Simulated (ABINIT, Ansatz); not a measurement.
## Quasiparticle gap of KNa3H4 (Pm-3m) in ABINIT

Aim: the G0W0 gap of KNa3H4 (Pm-3m) on LDA, step by step.

Method: LDA and many-body steps on it, plane waves, in ABINIT 10.8.3.

## Step 1: The starting structure

Symmetry: Pm-3m, No. 221, cubic system. The conventional cell has a = 5.119 Å, b = 5.119 Å, c = 5.119 Å, α = 90.00°, β = 90.00°, γ = 90.00°. Nearest to K lie 6 H at 2.56 Å. Na has 6 H at 2.56 Å nearest. Nearest to H lie 6 Na at 2.56 Å. Nearest to H lie 4 Na at 2.56 Å and 2 K at 2.56 Å. Farther neighbours are not listed.

The cell and positions are those that the Materials Project relaxed with its own functionals (PBE, PBE+U or r2SCAN), kept fixed.

## Step 2: Ground state

This step: ABINIT 10.8.3; DFT, LDA, plane waves, norm-conserving pseudopotentials.

The ground-state density comes first.

The input, run.abi:

```
acell 3*1.0 Angstrom
rprim 
  5.118641000000 0.000000000000 0.000000000000
  0.000000000000 5.118641000000 0.000000000000
  0.000000000000 0.000000000000 5.118641000000
ntypat 3
znucl 19 11 1
natom 8
typat 1 2 2 2 3 3 3 3
xred 
  0.500000000000 0.500000000000 0.500000000000
  -0.000000000000 -0.000000000000 0.500000000000
  -0.000000000000 0.500000000000 -0.000000000000
  0.500000000000 -0.000000000000 -0.000000000000
  -0.000000000000 -0.000000000000 -0.000000000000
  0.500000000000 0.500000000000 -0.000000000000
  0.500000000000 -0.000000000000 0.500000000000
  -0.000000000000 0.500000000000 0.500000000000
pp_dirpath "pseudos"
pseudos "K.upf, Na.upf, H.upf"
ecut 38
ngkpt 4 4 4
nshiftk 1
shiftk 0 0 0
kptopt 1
chksymbreak 0
nband 28
occopt 1
tolvrs 1e-10
nstep 60
prtwf 0
optforces 0
optstress 0
indata_prefix "in"
outdata_prefix "out"
tmpdata_prefix "tmp"
```

The run is started by

```
OMP_NUM_THREADS=1 mpirun -n 4 abinit run.abi > log
```

Numbers of over 12 decimals in the logs are rounded to 6 here.

The log of the run:

```text
.Version 10.8.3 of ABINIT. v10.8.2 released Aug 2026.

 Symmetries : space group Pm -3 m (#221); Bravais cP (primitive cubic)
================================================================================
 Values of the parameters that define the memory need of the present run
     intxc =       0    ionmov =       0      iscf =       7    lmnmax =       6
     lnmax =       6     mgfft =      54  mpssoang =       3    mqgrid =    3001
     natom =       8  nloc_mem =       1    nspden =       1   nspinor =       1
    nsppol =       1      nsym =      48    n1xccc =    2501    ntypat =       3
    occopt =       1   xclevel =       1
-    mband =          28        mffmem =           1         mkmem =           3
       mpw =       10135          nfft =      157464          nkpt =          10
================================================================================
  Rough estimation (10% accuracy) of disk space for files :
================================================================================

--------------------------------------------------------------------------------
------------- Echo of variables that govern the present computation ------------
--------------------------------------------------------------------------------
 -outvars: echo values of preprocessed input variables --------
            acell      1.8897261259E+00  1.8897261259E+00  1.8897261259E+00 Bohr

      chksymbreak           0
             ecut      3.80000000E+01 Hartree
-          fftalg         312

              ixc       -1012
              kpt      0.00000000E+00  0.00000000E+00  0.00000000E+00
                       2.50000000E-01  0.00000000E+00  0.00000000E+00
                       5.00000000E-01  0.00000000E+00  0.00000000E+00
                       2.50000000E-01  2.50000000E-01  0.00000000E+00
                       5.00000000E-01  2.50000000E-01  0.00000000E+00
                       5.00000000E-01  5.00000000E-01  0.00000000E+00
                       2.50000000E-01  2.50000000E-01  2.50000000E-01
                       5.00000000E-01  2.50000000E-01  2.50000000E-01
                       5.00000000E-01  5.00000000E-01  2.50000000E-01
                       5.00000000E-01  5.00000000E-01  5.00000000E-01
         kptrlatt        4    0    0      0    4    0      0    0    4
          kptrlen      3.86913185E+01
P           mkmem           3
            natom           8
            nband          28
            ngfft          54      54      54
             nkpt          10
            nstep          60
             nsym          48
           ntypat           3
              occ      2.000000  2.000000  2.000000  2.000000  2.000000  2.000000
                       2.000000  2.000000  2.000000  2.000000  2.000000  2.000000
                       2.000000  2.000000  2.000000  2.000000  2.000000  2.000000
                       2.000000  2.000000  0.000000  0.000000  0.000000  0.000000
                       0.000000  0.000000  0.000000  0.000000
        optforces           0
        optstress           0
            prtwf           0
            rprim      5.1186410000E+00  0.0000000000E+00  0.0000000000E+00
                       0.0000000000E+00  5.1186410000E+00  0.0000000000E+00
[...]
spgroup         221

           tolvrs      1.00000000E-10

             xred      5.0000000000E-01  5.0000000000E-01  5.0000000000E-01
[...]
znucl       19.00000   11.00000    1.00000

================================================================================

 chkinp: Checking input parameters for consistency.

================================================================================
== DATASET  1 ==================================================================
-   mpi_nproc: 4, omp_nthreads: 1 (-1 if OMP is not activated)

--- !DatasetInfo
iteration_state: {dtset: 1, }
dimensions: {natom: 8, nkpt: 10, mband: 28, nsppol: 1, nspinor: 1, nspden: 1, mpw: 10135, }
cutoff_energies: {ecut:  38.0, pawecutdg:  -1.0, }
electrons: {nelect:   4.00000000E+01, charge:   0.00000000E+00, occopt:   1.00000000E+00, tsmear:   1.00000000E-02, }

 Real(R)+Recip(G) space primitive vectors, cartesian coordinates (Bohr,Bohr^-1):
 R(1)=  9.6728296  0.0000000  0.0000000  G(1)=  0.1033824  0.0000000  0.0000000
 R(2)=  0.0000000  9.6728296  0.0000000  G(2)=  0.0000000  0.1033824  0.0000000
 R(3)=  0.0000000  0.0000000  9.6728296  G(3)=  0.0000000  0.0000000  0.1033824
 Unit cell volume ucvol=  9.0502508E+02 bohr^3
 Angles (23,13,12)=  9.00000000E+01  9.00000000E+01  9.00000000E+01 degrees

 getcut: wavevector=  0.0000  0.0000  0.0000  ngfft=  54  54  54
         ecut(hartree)=     38.000   => boxcut(ratio)=   2.01179

--- Pseudopotential description ------------------------------------------------
- K Generated using ONCVPSP code by D. R. Hamann
- 19.00000   9.00000  180309                  znucl, zion, pspdat
12 -1012 2 -1 2170                            pspcod,pspxc,lmax,lloc,mmax
     nproj     2     2     2
  pspatm : epsatm=    8.21740868
         --- l  ekb(1:nproj) -->
[...]
pspatm: atomic psp has been read  and splines computed

- Na Generated using ONCVPSP code by D. R. Hamann
- 11.00000   9.00000  180309                  znucl, zion, pspdat
12 -1012 1 -1 1968                            pspcod,pspxc,lmax,lloc,mmax
     nproj     2     2     0
  pspatm : epsatm=    9.37365322
         --- l  ekb(1:nproj) -->
[...]
pspatm: atomic psp has been read  and splines computed

- H Generated using ONCVPSP code by D. R. Hamann
-  1.00000   1.00000  180309                  znucl, zion, pspdat
12 -1012 1 -1 1180                            pspcod,pspxc,lmax,lloc,mmax
     nproj     2     1     0
  pspatm : epsatm=    0.35439867
         --- l  ekb(1:nproj) -->
[...]
1   -0.275071
 pspatm: atomic psp has been read  and splines computed

   1.51023852E+03                                ecore*ucvol(ha*bohr**3)
--------------------------------------------------------------------------------

_setup2: Arith. and geom. avg. npw (full set) are   10114.047   10114.037

================================================================================

--- !BeginCycle
iteration_state: {dtset: 1, }
solver: {iscf: 7, nstep: 60, nline: 4, wfoptalg: 0, }
tolerances: {tolvrs: 1.00E-10, }

     iter   Etot(hartree)      deltaE(h)  residm     vres2
 ETOT  1  -168.86524316372    -1.689E+02 4.218E-01 2.164E+02
 ETOT  2  -169.10768829986    -2.424E-01 6.482E-03 8.685E+00
 ETOT  3  -169.10988270789    -2.194E-03 3.706E-03 1.223E+00
 ETOT  4  -169.11016087992    -2.782E-04 1.328E-03 4.709E-01
 ETOT  5  -169.11018339940    -2.252E-05 2.451E-04 3.421E-02
 ETOT  6  -169.11018591317    -2.514E-06 3.538E-04 1.538E-03
 ETOT  7  -169.11018609904    -1.859E-07 6.584E-05 1.871E-05
 ETOT  8  -169.11018610019    -1.147E-09 1.047E-04 1.905E-06
 ETOT  9  -169.11018610037    -1.853E-10 2.876E-05 6.795E-08
 ETOT 10  -169.11018610038    -9.777E-12 3.280E-05 1.615E-09
 ETOT 11  -169.11018610038    -7.958E-13 1.645E-05 2.664E-11

 At SCF step   11       vres2   =  2.66E-11 < tolvrs=  1.00E-10 =>converged.

--- !ResultsGS
iteration_state: {dtset: 1, }
comment   : Summary of ground state results
lattice_vectors:
- [  9.6728296,   0.0000000,   0.0000000, ]
- [  0.0000000,   9.6728296,   0.0000000, ]
- [  0.0000000,   0.0000000,   9.6728296, ]
lattice_lengths: [   9.67283,    9.67283,    9.67283, ]
lattice_angles: [ 90.000,  90.000,  90.000, ] # degrees, (23, 13, 12)
lattice_volume:   9.0502508E+02
convergence: {deltae: -7.958E-13, res2:  2.664E-11, residm:  1.645E-05, diffor:  0.000E+00, }
etotal    :  -1.69110186E+02
entropy   :   0.00000000E+00
fermie    :  -8.57366857E-03
cartesian_stress_tensor: null
pressure_GPa: null
xred      :
- [  5.0000E-01,   5.0000E-01,   5.0000E-01,  K]
- [  0.0000E+00,   0.0000E+00,   5.0000E-01, Na]
- [  0.0000E+00,   5.0000E-01,   0.0000E+00, Na]
- [  5.0000E-01,   0.0000E+00,   0.0000E+00, Na]
- [ -0.0000E+00,  -0.0000E+00,  -0.0000E+00,  H]
- [  5.0000E-01,   5.0000E-01,   0.0000E+00,  H]
- [  5.0000E-01,   0.0000E+00,   5.0000E-01,  H]
- [  0.0000E+00,   5.0000E-01,   5.0000E-01,  H]
cartesian_forces: null
force_length_stats: {min: null, max: null, mean: null, }

 Integrated electronic density in atomic spheres:
 ------------------------------------------------
 Atom  Sphere_radius  Integrated_density
[...]
================================================================================

 ----iterations are completed or convergence reached----

 Mean square residual over all n,k,spin=   20.250E-08; max=  16.454E-06
 reduced coordinates (array xred) for    8 atoms
[...]
0.500000000000      0.000000000000      0.000000000000
      -0.000000000000     -0.000000000000     -0.000000000000
       0.500000000000      0.500000000000      0.000000000000
       0.500000000000      0.000000000000      0.500000000000
       0.000000000000      0.500000000000      0.500000000000
 rms dE/dt=  0.0000E+00; max dE/dt=  0.0000E+00; dE/dt below (all hartree)
    1       0.000000000000      0.000000000000      0.000000000000
    2       0.000000000000      0.000000000000      0.000000000000
    3       0.000000000000      0.000000000000      0.000000000000
    4       0.000000000000      0.000000000000      0.000000000000
    5       0.000000000000      0.000000000000      0.000000000000
    6       0.000000000000      0.000000000000      0.000000000000
    7       0.000000000000      0.000000000000      0.000000000000
    8       0.000000000000      0.000000000000      0.000000000000

 cartesian coordinates (angstrom) at end:
    1      2.559321     2.559321     2.559321
[...]
5     -0.000000    -0.000000    -0.000000
    6      2.559321     2.559321     0.000000
    7      2.559321     0.000000     2.559321
    8      0.000000     2.559321     2.559321
 length scales=  1.889726125908  1.889726125908  1.889726125908 bohr
              =  1.000000000000  1.000000000000  1.000000000000 angstroms
 prteigrs : about to open file out_EIG
 Fermi (or HOMO) energy (hartree) =  -0.00857   Average Vxc (hartree)=  -0.29106
 Eigenvalues (hartree) for nkpt=  10  k points:
 kpt#   1, nband= 28, wtk=  0.01563, kpt=  0.0000  0.0000  0.0000 (reduced coord)
  -1.85648   -1.85636   -1.85636   -1.04505   -0.84659   -0.84659   -0.84659   -0.84582
  -0.84582   -0.84582   -0.84535   -0.84535   -0.84535   -0.44828   -0.44828   -0.44828
  -0.13033   -0.03157   -0.03157   -0.01749    0.14771    0.14771    0.14771    0.25398
   0.25398    0.25398    0.31374    0.32074
 prteigrs : prtvol=0 or 1, do not print more k-points.

--- !EnergyTerms
iteration_state     : {dtset: 1, }
comment             : Components of total free energy in Hartree
kinetic             :  9.55392236388923E+01
hartree             :  6.38031692597776E+01
xc                  : -2.75573573464125E+01
Ewald energy        : -8.17907266570354E+01
psp_core            :  1.66872559762660E+00
local_psp           : -1.80174698503000E+02
non_local_psp       : -4.05985220902325E+01
total_energy        : -1.69110186100384E+02
total_energy_eV     : -4.60172259210729E+03
band_energy         : -3.15376857742757E+01

== END DATASET(S) ==============================================================
================================================================================

 -outvars: echo values of variables after computation  --------
           etotal     -1.6911018610E+02
            nband          28
             nkpt          10
          spgroup         221
 [... the other variables as echoed above ...]

 Calculation completed.
```

Elapsed: 29 s, on 4 MPI ranks of Arm Neoverse V2, shared host; peak memory 0.42 GiB; 1.9 min of CPU time.

Numbers from this step:

| Quantity | Value |
| --- | --- |
| total energy | -4601.7226 eV |
| gap | 2.594 eV |
| k of the valence top | 0.5, 0, 0 |
| k of the conduction bottom | 0.5, 0.5, 0.5 |
| least direct gap | 3.160 eV |

The gap is indirect, with the least direct gap 0.57 eV higher.

(Part 1 of 3 ends here.)

[Paths, hosts, dates, memory and timing lines, banners, echoed tables and standing remarks are left out of the program output.]

[Logs are printed without paths, hosts, clocks, repeated set-up lines and the standing remarks that a program may print on its own settings, such as how far it seeks lower states.]

[Runs of the session that timed out or met a known fault of the program may be left out.]

[Hosts, paths, dates, database ids (printed as entryN), source tags and the programs' standing remarks are cut or masked in the printed files.]

[G0W0 gaps are taken among the corrected bands and points alone; a level outside them can change the order at an edge.]

[Where Ansatz stands beside ABINIT at settings called matched, ABINIT's density can come from a denser mesh and the files from another edition; pairs whose starting gaps differed by over 0.03 eV were left out, so agreement reads better than it is.]
